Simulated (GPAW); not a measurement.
SnO2 (Pnnm), O K edge of atom 3, with 3 Sn at 2.09 Å (distorted trigonal planar, site symmetry m). Method: GPAW, LDA, full core hole (charged cell), 12-atom cell with 5.8 Å between holes, 4×4×4 k points, dipole transitions, Gaussian full width 0.9 eV up to 4 eV, rising linearly to 3.5 eV at 25 eV.

```
Sn O
1.0
     4.78800    0.00000    0.00000
     0.00000    4.86658    0.00000
     0.00000    0.00000    3.24090
Sn O
2 4
Direct
  0.00000 0.00000 0.00000
  0.50000 0.50000 0.50000
  0.70815 0.67896 0.00000
  0.20814 0.82104 0.50000
  0.79185 0.17896 0.50000
  0.29185 0.32104 0.00000
```

Energy from the lowest empty level; a common scale on which the isotropic spectrum has a mean of 1 over the first 20 eV.

```csv
E (eV),curve 1,curve 2,curve 3
-2.0,0.00,0.00,0.00
-1.5,0.00,0.00,0.00
-1.0,0.00,0.00,0.00
-0.5,0.00,0.00,0.00
0.0,0.00,0.00,0.00
0.5,0.01,0.02,0.02
1.0,0.08,0.10,0.12
1.5,0.15,0.16,0.18
2.0,0.29,0.30,0.42
2.5,0.83,0.82,1.19
3.0,1.18,1.14,1.52
3.5,1.42,1.40,2.86
4.0,1.66,1.56,3.96
4.5,1.15,1.09,2.97
5.0,0.84,0.86,1.75
5.5,0.52,0.53,0.78
6.0,0.48,0.48,0.51
6.5,0.74,0.77,0.94
7.0,1.07,1.10,1.61
7.5,1.39,1.40,1.95
8.0,1.62,1.59,2.03
8.5,1.98,1.95,2.37
9.0,2.59,2.57,2.62
9.5,2.98,2.94,2.26
10.0,2.84,2.78,1.56
10.5,2.41,2.36,1.11
11.0,1.97,1.95,0.99
11.5,1.54,1.55,0.92
12.0,1.10,1.15,0.76
12.5,0.72,0.81,0.56
13.0,0.50,0.58,0.40
13.5,0.41,0.45,0.28
14.0,0.37,0.39,0.21
14.5,0.35,0.36,0.18
15.0,0.34,0.35,0.20
15.5,0.36,0.36,0.27
16.0,0.41,0.38,0.36
16.5,0.48,0.42,0.44
17.0,0.57,0.46,0.50
17.5,0.65,0.52,0.53
18.0,0.72,0.58,0.55
18.5,0.74,0.62,0.55
19.0,0.73,0.64,0.55
19.5,0.71,0.65,0.56
20.0,0.69,0.65,0.57
20.5,0.68,0.68,0.59
21.0,0.68,0.72,0.62
21.5,0.69,0.77,0.68
22.0,0.69,0.82,0.75
22.5,0.69,0.84,0.84
23.0,0.68,0.85,0.95
23.5,0.69,0.85,1.07
24.0,0.71,0.86,1.21
24.5,0.75,0.89,1.34
25.0,0.80,0.92,1.46
25.5,0.85,0.95,1.53
26.0,0.90,0.97,1.55
26.5,0.92,0.97,1.50
27.0,0.94,0.95,1.41
27.5,0.96,0.92,1.30
28.0,0.99,0.90,1.19
28.5,1.04,0.90,1.12
29.0,1.11,0.93,1.09
29.5,1.20,1.00,1.12
30.0,1.28,1.10,1.17
30.5,1.34,1.21,1.23
31.0,1.37,1.31,1.26
31.5,1.38,1.38,1.24
32.0,1.36,1.40,1.17
```

Q: The curves are for the electric vector along different Cartesian axes of the cell as given, averaged over the symmetry-equivalent atoms. Which is which?

Curve 1: along y, main maxima 3.9 eV (1.69), 9.6 eV (3.00) and 18.6 eV (0.74). Curve 2: along x, main maxima 3.8 eV (1.61) and 9.6 eV (2.95). Curve 3: along z, main maxima 4.0 eV (3.96) and 9.0 eV (2.62). A K edge sees empty p states on the absorber. Each direction probes the empty orbitals that point along it. The holes are only 5.8 Å apart, so the shape is probably not converged with cell size; no larger cell was run here. The mesh is coarse (0.33 Å⁻¹ between points), so small maxima may be mesh ripples.

[Banner, clock and machine lines of the logs are left out without a mark of their own.]

[Logs are printed without paths, hosts, clocks, repeated set-up lines and the standing remarks that a program may print on its own settings, such as how far it seeks lower states.]

[Hosts, paths, dates, database ids (printed as entryN), source tags and the programs' standing remarks are cut or masked in the printed files.]

[Lists of maxima count a maximum above −3 eV only where it reaches 4 % of the highest in the window and stands out from its surroundings by 2 % of it (1.5 % where it reaches 55 %); shoulders and weaker maxima are passed over, and of the rest the first, up to two pre-edge ones and the few strongest are named.]
